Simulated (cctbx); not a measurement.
## Symmetry from intensities

Cell: a = 4.7210 Å, b = 5.8700 Å, c = 10.2460 Å, α = 90.00°, β = 90.00°, γ = 90.00°. Expected content of the cell: Hf2 Cu6 Mg6 Li2.

Simulated single-crystal data (cctbx): Mo Kα, λ = 0.71073 Å, to d = 0.75 Å, 95 % of the full sphere, strongest reflection 40000 counts, noise from counting, a 3 % proportional error and a noise floor of 2 counts (s.d.); no absorption.

Tests on the unmerged data give:

```text
2648 reflections to d = 0.750 A
centring   violations  <I/sigma> of those
    A          0 of  1332     -0.0
    B        667 of  1320     13.3
    C        667 of  1346     13.1
    I        658 of  1316     13.2
    R        876 of  1755     13.3
    F        667 of  1999      8.8
Laue class    unique    Rint  (classes that these axes allow; Friedel mates merged)
A 1 2/m 1         384   0.032
A 1 1 2/m         370   0.033
A m m m           225   0.034
space group    extra absences  I>4sigma  <I/sigma>
A 2 2 2                 0          0         -  acentric
A 2 m m                 0          0         -  acentric
A m m 2                 0          0         -  acentric
A m 2 m                 0          0         -  acentric
A m m m                 0          0         -  centric
Wilson B = 0.44 A^2   <|E^2-1|> = 0.605 (0.968 centric, 0.736 acentric)   E^2>4: 0.4 %
shell (A)         n   <I/sigma>
 5.12 - 1.49     36     42.3
 1.49 - 1.19     28     52.4
 1.19 - 1.04     31     49.0
 1.04 - 0.94     23     47.5
 0.94 - 0.88     32     47.8
 0.88 - 0.83     25     47.3
 0.83 - 0.78     28     48.9
 0.78 - 0.75     22     45.1
```

Q: Read the symmetry from these tables.

The reflections that A centring forbids are absent (⟨I/σ⟩ near 0), so the lattice is A.

Rint stays low (0.032 to 0.034) up to A m m m, the highest class in these axes.

5 settings pass the absence test. No glide or screw absences show, which leaves A 2 2 2, A 2 m m, A m m 2, A m 2 m and A m m m.

⟨|E²−1|⟩ = 0.605 leans to a non-centrosymmetric structure, or to twinning, which lowers it. The Wilson B of 0.44 Å² means U ≈ 0.0056 Å².

The true group is Amm2 (no. 38), Laue class mmm, non-centrosymmetric. The tables only narrow the choice to the tied entries; cell content, site symmetry and trial solutions must settle it.

The model is made up (kin elements in a known structure type, no relaxation), so it says nothing on whether the phase exists.

[Logs are printed without paths, hosts, clocks, repeated set-up lines and the standing remarks that a program may print on its own settings, such as how far it seeks lower states.]
